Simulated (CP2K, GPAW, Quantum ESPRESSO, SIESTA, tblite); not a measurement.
## C(111) slab, H on the bottom face (153 atoms): runs against a plane-wave reference

The cell holds 153 atoms: 144 C and 9 H. Cell: a = 7.567 Å, b = 7.567 Å, c = 28.021 Å, α = 90.0°, β = 90.0°, γ = 120.0°. It derives from C (diamond-structure). Diamond-structure C (a = 3.567 Å), (111) slab of 16 atomic planes, 3 x 3 surface cells, H on the broken bonds of the bottom face, 12 Å of vacuum; displaced by a Gaussian of 0.02 Å. Then every atom was moved at random, 0.05 Å r.m.s. a Cartesian component (hydrogen 0.6 of that). Regions: slab, 144 atoms (144 C); hydrogen, 9 atoms (9 H). Vacuum lies along c.

Geometry: as built.

The reference, a calculation:

- method: Kohn-Sham DFT, PBE, SSSP efficiency 1.3.0 pseudopotentials, plane waves (Quantum ESPRESSO 7.5); sssp-pbe-1.3.0-efficiency, cutoffs 60/480 Ry, Γ point
- r.m.s. force component: 2.583 eV/Å
- longest force: 11.42 eV/Å
- time: 12 min on 4 MPI ranks of Arm Neoverse V2, shared host
- CPU time: 49 min

Runs, in no order:
A. tblite GFN1-xTB: GFN1-xTB tight binding, diagonalisation
B. CP2K PBE, DZVP-MOLOPT-SR, 450/50 Ry, diagonalisation: Kohn-Sham DFT, PBE, GTH-PBE pseudopotentials, Gaussian and plane waves, DZVP-MOLOPT-SR-GTH, diagonalisation
C. GPAW PBE, LCAO dzp, h 0.2 Å: Kohn-Sham DFT, PBE, PAW, atomic orbitals (dzp)
D. CP2K PBE, SZV-MOLOPT-SR, 450/50 Ry, diagonalisation: Kohn-Sham DFT, PBE, GTH-PBE pseudopotentials, Gaussian and plane waves, SZV-MOLOPT-SR-GTH, diagonalisation

Q: Order them from the smallest to the largest r.m.s. force difference.

B, C, A, D.

| run | Δ force, r.m.s. (meV/Å) | share of r.m.s. force (%) | CPU time |
| --- | --- | --- | --- |
| B. CP2K PBE, DZVP-MOLOPT-SR, 450/50 Ry, diagonalisation | 64.5 | 2.50 | 35 min |
| C. GPAW PBE, LCAO dzp, h 0.2 Å | 165 | 6.38 | 24 min |
| A. tblite GFN1-xTB | 388 | 15.0 | 9.8 s |
| D. CP2K PBE, SZV-MOLOPT-SR, 450/50 Ry, diagonalisation | 817 | 31.6 | 16 min |

Periodic xTB results under one method name differ between programs and library versions. With short bonds to hydrogen, sets of potentials differ among themselves by several per cent in forces even at converged cutoffs, so the reference isn't exact here either. The electron count is odd in these runs, and they have no spin polarisation, so the unpaired electron is spread evenly over both spins. The runs have no spin polarisation, so any moments at edges, vacancies or dangling bonds can't form. The electronic-structure runs sample only Γ, in a cell whose shortest periodic width is 7 Å, which is coarse for a cell with partly filled levels.

[Hosts, paths, dates, database ids (printed as entryN), source tags and the programs' standing remarks are cut or masked in the printed files.]
